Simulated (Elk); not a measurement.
**Collinear magnetic orders of Fe with Elk**

A self-consistent run ends on one state, which hangs on the start. Several orders of Fe are started in Elk and their energies compared.

Main program and level: Elk 11.2.3 (patched build); PBE; all-electron APW+lo, Dirac cores, scalar-relativistic bands.

The database entry behind the starting cell differs from later determinations by our own check (about 0.2 % short), so it need not match the best structure at ambient conditions.

## (1) Set-up

It takes space group Im-3m (No. 229, cubic). The conventional cell has a = 2.860 Å, b = 2.860 Å, c = 2.860 Å, α = 90.00°, β = 90.00°, γ = 90.00°. Nearest to Fe lie 8 Fe at 2.48 Å.

## (2) Run 1 (ferro +)

The parallel start comes first: it fits the smallest cell, keeps the most symmetry and shows whether parallel moments form.

Moments are seeded by fields in the spheres (the last three columns under atoms), set against the wanted direction and reduced each loop.

Input file elk.in:

```
tasks
  0
  33
  73

xctype
  20

rgkmax
  7.0

nempty
  12

swidth
  0.001837

reducebf
  0.5

epsengy
  1e-05

maxscl
  100

lmaxi
  3

spinpol
  .true.

sppath
  './'

avec
  -2.70276189248 2.70276189248 2.70276189248
  2.70276189248 -2.70276189248 2.70276189248
  2.70276189248 2.70276189248 -2.70276189248

atoms
  1
  'Fe.in'
  1
  0.0000000000 0.0000000000 0.0000000000   0.000000 0.000000 -0.140000

ngridk
  16 16 16

plot3d
  0 0 0
  1 0 0
  0 1 0
  0 0 1
  13 13 13
```

Launch:

```bash
OMP_NUM_THREADS=2 elk
```

Numbers of over 12 decimals in the logs are rounded to 6 here.

The program printed:

```text
┌─────────────────────────┐
│ Elk code version 11.2.3 │
└─────────────────────────┘

All units are atomic (Hartree, Bohr, etc.)

┌─────────────────────────────────────────────────┐
│ Ground-state run starting from atomic densities │
└─────────────────────────────────────────────────┘

Lattice vectors :
  -2.702761892       2.702761892       2.702761892
   2.702761892      -2.702761892       2.702761892
   2.702761892       2.702761892      -2.702761892

Reciprocal lattice vectors :
 -0.9916321013E-17   1.162363826       1.162363826
   1.162363826     -0.9916321013E-17   1.162363826
   1.162363826       1.162363826     -0.9916321013E-17

Unit cell volume      :    78.97385759
Brillouin zone volume :    3.140915501

Muffin-tin inner radius fraction :   0.1000000000E-01

Nuclei treated as point charges

Species : 1 (Fe)
 parameters loaded from : Fe.in
 name : iron
 nuclear charge    :   -26.00000000
 electronic charge :    26.00000000
 atomic mass :    101799.2075
 muffin-tin radius :    2.315660459
 number of radial points in muffin-tin :    993
 inner part over the whole radius :   0.9845393953E-02
 number on inner part of muffin-tin    :    699
 approximate nuclear radius :   0.7160107270E-04
 number of mesh points to nuclear radius :    332
 atomic positions (lattice), magnetic fields (Cartesian) :
  1 :   0.00000000  0.00000000  0.00000000    0.00000000  0.00000000 -0.14000000

Total number of atoms per unit cell :    1
Total muffin-tin volume :    52.01316115
 ratio of muffin-tin to unit cell volume :   0.6586123907

Spin treatment :
 spin-polarised
 global magnetic field (Cartesian) :    0.000000000       0.000000000       0.000000000
 collinear magnetisation in z-direction

Number of Bravais lattice symmetries :   48
Number of crystal symmetries         :   48
Crystal has inversion symmetry
Real symmetric eigensolver will be used

k-point grid :     16    16    16
k-point offset :    0.000000000       0.000000000       0.000000000
k-point set is reduced with full crystal symmetry group
Total number of k-points :      145

Muffin-tin radius times maximum |G+k| :    7.000000000
 using average radius
Maximum |G+k| for APW functions       :    3.022895681
Maximum (1/2)|G+k|²                   :    4.568949148
Maximum |G| for potential and density :    12.00000000
Constant for pseudocharge density :    7
 order of it for each species :   14
 order of it for pair densities of each species (exact exchange by exxq0 0: 14) :   10
Radial integration step length :    1

G-vector grid sizes :     18    18    18
Number of G-vectors :     2315

Maximum angular momentum used for
 APW functions            :    8
 outer part of muffin-tin :    6
 inner part of muffin-tin :    3

Total nuclear charge    :   -26.00000000
Total core charge       :    10.00000000
Total valence charge    :    16.00000000
Total excess charge     :    0.000000000
Total electronic charge :    26.00000000

Effective Wigner radius, rₛ :   0.8984083885

Number of empty states         :     12
Total number of valence states :     42
Total number of core states    :     10

Third-order local-orbitals added for an l without core states : T
Total number of local-orbitals :     23

Exchange-correlation functional :     20     0     0
 Perdew-Burke-Ernzerhof, Phys. Rev. Lett. 77, 3865 (1996)
 gradient requirement :    1
 generalised gradient approximation (GGA)

Smearing type :    3
 Fermi-Dirac
Smearing width :   0.1837000000E-02
Effective electronic temperature (K) :    580.0787206

Mixing type :    3
 Broyden mixing, J. Phys. A: Math. Gen. 17, L317 (1984)

Kohn-Sham potential initialised from atomic data

┌──────────────────────────────┐
│ Self-consistent loop started │
└──────────────────────────────┘

┌─────────────────┐
│ Loop number : 1 │
└─────────────────┘

Energies :
 Fermi                       :     0.212119
 sum of occupied eigenvalues :     -738.65501157798
 electron kinetic            :      1288.2500654446
 core electron kinetic       :      1149.7629853090
 Coulomb                     :     -2505.3865691049
 Coulomb potential           :     -1954.7882917328
 nuclear-nuclear             :     -227.55628411202
 electron-nuclear            :     -2609.9833273925
 Hartree                     :      332.15304239964
 Madelung                    :     -1527.9924232385
 xc potential                :     -71.991445640314
 xc effective B-field        :    -0.119276
 external B-field            :      0.000000
 exchange                    :     -54.583859099903
 correlation                 :     -1.208101
 electron entropic           :    -0.34308940643413E-03
 total energy                :     -1272.9288069768
 (external B-field energy excluded from total)

Density of states at Fermi energy :    30.96432997
 (states/Hartree/unit cell)

Estimated indirect band gap :   0.2976020855E-03
 from k-point 3 to k-point 2
Estimated direct band gap   :   0.3066803835E-02
 at k-point 44

Charges :
 core                        :    10.00000000
 valence                     :    16.00000000
 interstitial                :    1.127770522
 muffin-tins (core leakage)
  species : 1 (Fe)
   atom 1                    :    24.87222948     ( -0.2237493231E-06)
 total in muffin-tins        :    24.87222948
 total calculated charge     :    26.00010652
 total charge                :    26.00000000
 error                       :   0.1065213952E-03

Moments :
 interstitial                :  -0.2874269813E-01
 muffin-tins
  species : 1 (Fe)
   atom 1                    :    2.395131133
 total in muffin-tins        :    2.395131133
 total moment                :    2.366388435

┌─────────────────┐
│ Loop number : 2 │
└─────────────────┘

Energies :
 Fermi                       :     0.212474
 sum of occupied eigenvalues :     -738.65646547238
 electron kinetic            :      1286.4391717326
 core electron kinetic       :      1148.8876666658
 Coulomb                     :     -2505.4485489159
 Coulomb potential           :     -1954.7559596430
 nuclear-nuclear             :     -227.55628411202
 electron-nuclear            :     -2610.1404172812
 Hartree                     :      332.24815247737
 Madelung                    :     -1528.0705690944
 xc potential                :     -70.228036192672
 xc effective B-field        :    -0.119463
 external B-field            :      0.000000
 exchange                    :     -54.590003131714
 correlation                 :     -1.208075
 electron entropic           :    -0.34206903998420E-03
 total energy                :     -1274.8077974587
 (external B-field energy excluded from total)

Density of states at Fermi energy :    30.84953450
 (states/Hartree/unit cell)

Estimated indirect band gap :   0.6399321749E-04
 from k-point 2 to k-point 126
Estimated direct band gap   :   0.1584490781E-02
 at k-point 2

Charges :
 core                        :    10.00000000
 valence                     :    16.00000000
 interstitial                :    1.125283475
 muffin-tins (core leakage)
  species : 1 (Fe)
   atom 1                    :    24.87471652     ( -0.2237497725E-06)
 total in muffin-tins        :    24.87471652
 total calculated charge     :    26.00010643
 total charge                :    26.00000000
 error                       :   0.1064307320E-03

Moments :
 interstitial                :  -0.2866870659E-01
 muffin-tins
  species : 1 (Fe)
   atom 1                    :    2.397103882
 total in muffin-tins        :    2.397103882
 total moment                :    2.368435175

RMS change in Kohn-Sham potential (target) :    6.776656635     (  0.1000000000E-05)
Absolute change in total energy (target)   :    1.878990482     (  0.1000000000E-04)

[... loops 3 to 16 left out ...]

┌──────────────────┐
│ Loop number : 17 │
└──────────────────┘

Energies :
 Fermi                       :     0.309619
 sum of occupied eigenvalues :     -736.45155827983
 electron kinetic            :      1290.0473169596
 core electron kinetic       :      1149.7547293202
 Coulomb                     :     -2506.9030312206
 Coulomb potential           :     -1953.8811720778
 nuclear-nuclear             :     -227.55628411202
 electron-nuclear            :     -2613.9513299159
 Hartree                     :      334.60458280732
 Madelung                    :     -1529.9624451817
 xc potential                :     -72.504593755871
 xc effective B-field        :    -0.113109
 external B-field            :      0.000000
 exchange                    :     -54.735805767626
 correlation                 :     -1.207975
 electron entropic           :    -0.30963261561965E-03
 total energy                :     -1272.7998042677
 (external B-field energy excluded from total)

Density of states at Fermi energy :    27.71536954
 (states/Hartree/unit cell)

Estimated indirect band gap :   0.5179861358E-03
 from k-point 19 to k-point 37
Estimated direct band gap   :   0.5316801342E-02
 at k-point 144

Charges :
 core                        :    10.00000000
 valence                     :    16.00000000
 interstitial                :    1.059264730
 muffin-tins (core leakage)
  species : 1 (Fe)
   atom 1                    :    24.94073527     ( -0.2237494208E-06)
 total in muffin-tins        :    24.94073527
 total calculated charge     :    26.00010461
 total charge                :    26.00000000
 error                       :   0.1046078991E-03

Moments :
 interstitial                :  -0.4491803246E-01
 muffin-tins
  species : 1 (Fe)
   atom 1                    :    2.292147028
 total in muffin-tins        :    2.292147028
 total moment                :    2.247228996

RMS change in Kohn-Sham potential (target) :   0.2904875411E-07 (  0.1000000000E-05)
Absolute change in total energy (target)   :   0.6614979384E-05 (  0.1000000000E-04)

Convergence targets achieved

┌──────────────────┐
│ Loop number : 18 │
└──────────────────┘

Energies :
 Fermi                       :     0.309619
 sum of occupied eigenvalues :     -736.45155792542
 electron kinetic            :      1290.0473169774
 core electron kinetic       :      1149.7547295121
 Coulomb                     :     -2506.9030309171
 Coulomb potential           :     -1953.8811720991
 nuclear-nuclear             :     -227.55628411202
 electron-nuclear            :     -2613.9513292785
 Hartree                     :      334.60458247343
 Madelung                    :     -1529.9624448676
 xc potential                :     -72.504593461631
 xc effective B-field        :    -0.113109
 external B-field            :      0.000000
 exchange                    :     -54.735805753858
 correlation                 :     -1.207975
 electron entropic           :    -0.30963255015023E-03
 total energy                :     -1272.7998039318
 (external B-field energy excluded from total)

Density of states at Fermi energy :    27.71536078
 (states/Hartree/unit cell)

Estimated indirect band gap :   0.5179721276E-03
 from k-point 19 to k-point 37
Estimated direct band gap   :   0.5316801324E-02
 at k-point 144

Charges :
 core                        :    10.00000000
 valence                     :    16.00000000
 interstitial                :    1.059264735
 muffin-tins (core leakage)
  species : 1 (Fe)
   atom 1                    :    24.94073527     ( -0.2237494119E-06)
 total in muffin-tins        :    24.94073527
 total calculated charge     :    26.00010461
 total charge                :    26.00000000
 error                       :   0.1046078986E-03

Moments :
 interstitial                :  -0.4491810260E-01
 muffin-tins
  species : 1 (Fe)
   atom 1                    :    2.292147123
 total in muffin-tins        :    2.292147123
 total moment                :    2.247229020

┌──────────────────────────────┐
│ Self-consistent loop stopped │
└──────────────────────────────┘

Wrote STATE.OUT
```

It took 2 min on 2 threads of Intel Xeon Platinum 8488C (Sapphire Rapids), shared host; peak memory 0.09 GiB; 4 min of CPU time.

This step gave:

```
density of states at the Fermi level : 1.019 states/eV/cell
moment between the spheres           : -0.04492 μB
magnetization                        : 2.247 μB
final state                          : ferromagnetic
largest moment                       : 2.292 μB
```

After 18 cycles the largest moment stands at 2.29 μB.

## (3) Order 2, typed as antiferro q=(1/2,1/2,1/2) +-

Reversing part of the moments tests the sign of the couplings between them.

This order needs a doubled cell of 2 atoms. Its mesh is chosen so that both cells sample the same points.

Input file elk.in:

```
tasks
  0

xctype
  20

rgkmax
  7.0

nempty
  12

swidth
  0.001837

reducebf
  0.5

epsengy
  1e-05

maxscl
  100

lmaxi
  3

spinpol
  .true.

sppath
  './'

avec
  -5.40552378497 5.40552378497 5.40552378497
  0.00000000000 0.00000000000 5.40552378497
  0.00000000000 5.40552378497 0.00000000000

atoms
  1
  'Fe.in'
  2
  0.0000000000 0.0000000000 0.0000000000   0.000000 0.000000 -0.140000
  0.5000000000 0.0000000000 0.0000000000   0.000000 0.000000 0.140000

ngridk
  8 16 16
```

Launch:

```bash
OMP_NUM_THREADS=2 elk
```

The program printed:

```text
┌─────────────────────────┐
│ Elk code version 11.2.3 │
└─────────────────────────┘

All units are atomic (Hartree, Bohr, etc.)

┌─────────────────────────────────────────────────┐
│ Ground-state run starting from atomic densities │
└─────────────────────────────────────────────────┘

Lattice vectors :
  -5.405523785       5.405523785       5.405523785
   0.000000000       0.000000000       5.405523785
   0.000000000       5.405523785       0.000000000

Species : 1 (Fe)
 parameters loaded from : Fe.in
 name : iron
 nuclear charge    :   -26.00000000
 electronic charge :    26.00000000
 atomic mass :    101799.2075
 muffin-tin radius :    2.315660459
 number of radial points in muffin-tin :    993
 inner part over the whole radius :   0.9845393953E-02
 number on inner part of muffin-tin    :    699
 approximate nuclear radius :   0.7160107270E-04
 number of mesh points to nuclear radius :    332
 atomic positions (lattice), magnetic fields (Cartesian) :
  1 :   0.00000000  0.00000000  0.00000000    0.00000000  0.00000000 -0.14000000
  2 :   0.50000000  0.00000000  0.00000000    0.00000000  0.00000000  0.14000000

Total number of atoms per unit cell :    2
Total muffin-tin volume :    104.0263223
 ratio of muffin-tin to unit cell volume :   0.6586123907

Spin treatment :
 spin-polarised
 global magnetic field (Cartesian) :    0.000000000       0.000000000       0.000000000
 collinear magnetisation in z-direction

Number of Bravais lattice symmetries :   48
Number of crystal symmetries         :   96
Crystal has inversion symmetry
Real symmetric eigensolver will be used

k-point grid :      8    16    16
k-point offset :    0.000000000       0.000000000       0.000000000
k-point set is reduced with full crystal symmetry group
Total number of k-points :       85

Muffin-tin radius times maximum |G+k| :    7.000000000
 using average radius
Maximum |G+k| for APW functions       :    3.022895681
Maximum (1/2)|G+k|²                   :    4.568949148
Maximum |G| for potential and density :    12.00000000
Constant for pseudocharge density :    7
 order of it for each species :   14
 order of it for pair densities of each species (exact exchange by exxq0 0: 14) :   10
Radial integration step length :    1

G-vector grid sizes :     36    21    21
Number of G-vectors :     4625

Maximum angular momentum used for
 APW functions            :    8
 outer part of muffin-tin :    6
 inner part of muffin-tin :    3

Number of empty states         :     24
Total number of valence states :     82
Total number of core states    :     20

Third-order local-orbitals added for an l without core states : T
Total number of local-orbitals :     46

Exchange-correlation functional :     20     0     0
 Perdew-Burke-Ernzerhof, Phys. Rev. Lett. 77, 3865 (1996)
 gradient requirement :    1
 generalised gradient approximation (GGA)

Smearing type :    3
 Fermi-Dirac
Smearing width :   0.1837000000E-02
Effective electronic temperature (K) :    580.0787206

Mixing type :    3
 Broyden mixing, J. Phys. A: Math. Gen. 17, L317 (1984)

Kohn-Sham potential initialised from atomic data

┌──────────────────────────────┐
│ Self-consistent loop started │
└──────────────────────────────┘

┌─────────────────┐
│ Loop number : 1 │
└─────────────────┘

Energies :
 Fermi                       :     0.234791
 sum of occupied eigenvalues :     -1477.2755642115
 electron kinetic            :      2576.1777171230
 core electron kinetic       :      2299.5295742343
 Coulomb                     :     -5010.4735527918
 Coulomb potential           :     -3909.9940697933
 nuclear-nuclear             :     -455.11256822319
 electron-nuclear            :     -5218.9006261554
 Hartree                     :      663.53964158674
 Madelung                    :     -3055.4765178952
 xc potential                :     -143.22275288838
 xc effective B-field        :    -0.210572
 external B-field            :      0.000000
 exchange                    :     -109.10534347379
 correlation                 :     -2.417603
 electron entropic           :    -0.15881666256347E-02
 total energy                :     -2545.8203702808
 (external B-field energy excluded from total)

Density of states at Fermi energy :    140.8301995
 (states/Hartree/unit cell)

Estimated indirect band gap :   0.5784785891E-03
 from k-point 22 to k-point 59
Estimated direct band gap   :   0.1785092591E-02
 at k-point 6

Charges :
 core                        :    20.00000000
 valence                     :    32.00000000
 interstitial                :    2.280578537
 muffin-tins (core leakage)
  species : 1 (Fe)
   atom 1                    :    24.85971073     ( -0.2237496197E-06)
   atom 2                    :    24.85971073     ( -0.2237496197E-06)
 total in muffin-tins        :    49.71942146
 total calculated charge     :    52.00018532
 total charge                :    52.00000000
 error                       :   0.1853156354E-03

Moments :
 interstitial                :  -0.1321352283E-17
 muffin-tins
  species : 1 (Fe)
   atom 1                    :    2.336691292
   atom 2                    :   -2.336691292
 total in muffin-tins        :   0.8881784197E-15
 total moment                :   0.8868570674E-15

[... earlier loops left out ...]

┌──────────────────┐
│ Loop number : 21 │
└──────────────────┘

Energies :
 Fermi                       :     0.319821
 sum of occupied eigenvalues :     -1473.0719656708
 electron kinetic            :      2579.9869534951
 core electron kinetic       :      2299.5021088941
 Coulomb                     :     -5013.7357894073
 Coulomb potential           :     -3907.9189438859
 nuclear-nuclear             :     -455.11256822319
 electron-nuclear            :     -5227.6075480747
 Hartree                     :      668.98432689056
 Madelung                    :     -3059.7763174643
 xc potential                :     -145.02696988669
 xc effective B-field        :    -0.113005
 external B-field            :      0.000000
 exchange                    :     -109.39516929647
 correlation                 :     -2.421459
 electron entropic           :    -0.14770388345833E-02
 total energy                :     -2545.5669415037
 (external B-field energy excluded from total)

Density of states at Fermi energy :    128.7158663
 (states/Hartree/unit cell)

Estimated indirect band gap :   0.5784794142E-03
 from k-point 62 to k-point 35
Estimated direct band gap   :   0.4192737544E-02
 at k-point 43

Charges :
 core                        :    20.00000000
 valence                     :    32.00000000
 interstitial                :    2.112440531
 muffin-tins (core leakage)
  species : 1 (Fe)
   atom 1                    :    24.94377973     ( -0.2237494776E-06)
   atom 2                    :    24.94377973     ( -0.2237494776E-06)
 total in muffin-tins        :    49.88755947
 total calculated charge     :    52.00022132
 total charge                :    52.00000000
 error                       :   0.2213207394E-03

Moments :
 interstitial                :  -0.5552376228E-18
 muffin-tins
  species : 1 (Fe)
   atom 1                    :    1.644196332
   atom 2                    :   -1.644196332
 total in muffin-tins        :    0.000000000
 total moment                :  -0.5552376228E-18

┌──────────────────────────────┐
│ Self-consistent loop stopped │
└──────────────────────────────┘

Wrote STATE.OUT
```

Run time: 7.1 min. Hardware: 2 threads; peak memory 0.17 GiB.

This step gave:

```
density of states at the Fermi level : 4.730 states/eV/cell
moment between the spheres           : 0 μB
magnetization                        : 0 μB
final state                          : antiferromagnetic
largest moment                       : 1.644 μB
```

It lies 444 meV a seeded atom over the first start, and its largest moment is 1.64 μB against 2.29 μB.

(Continued in part 2 of 2.)

[Logs and program files are shortened in this print: banners, set-up blocks, solver, clock and traceback lines can be left out without a mark of their own.]

[Logs are printed without paths, hosts, clocks, repeated set-up lines and the standing remarks that a program may print on its own settings, such as how far it seeks lower states.]

[Hosts, paths, dates, database ids (printed as entryN), source tags and the programs' standing remarks are cut or masked in the printed files.]

[Where a cell is said to come from a database of computed structures, the database is the Materials Project.]
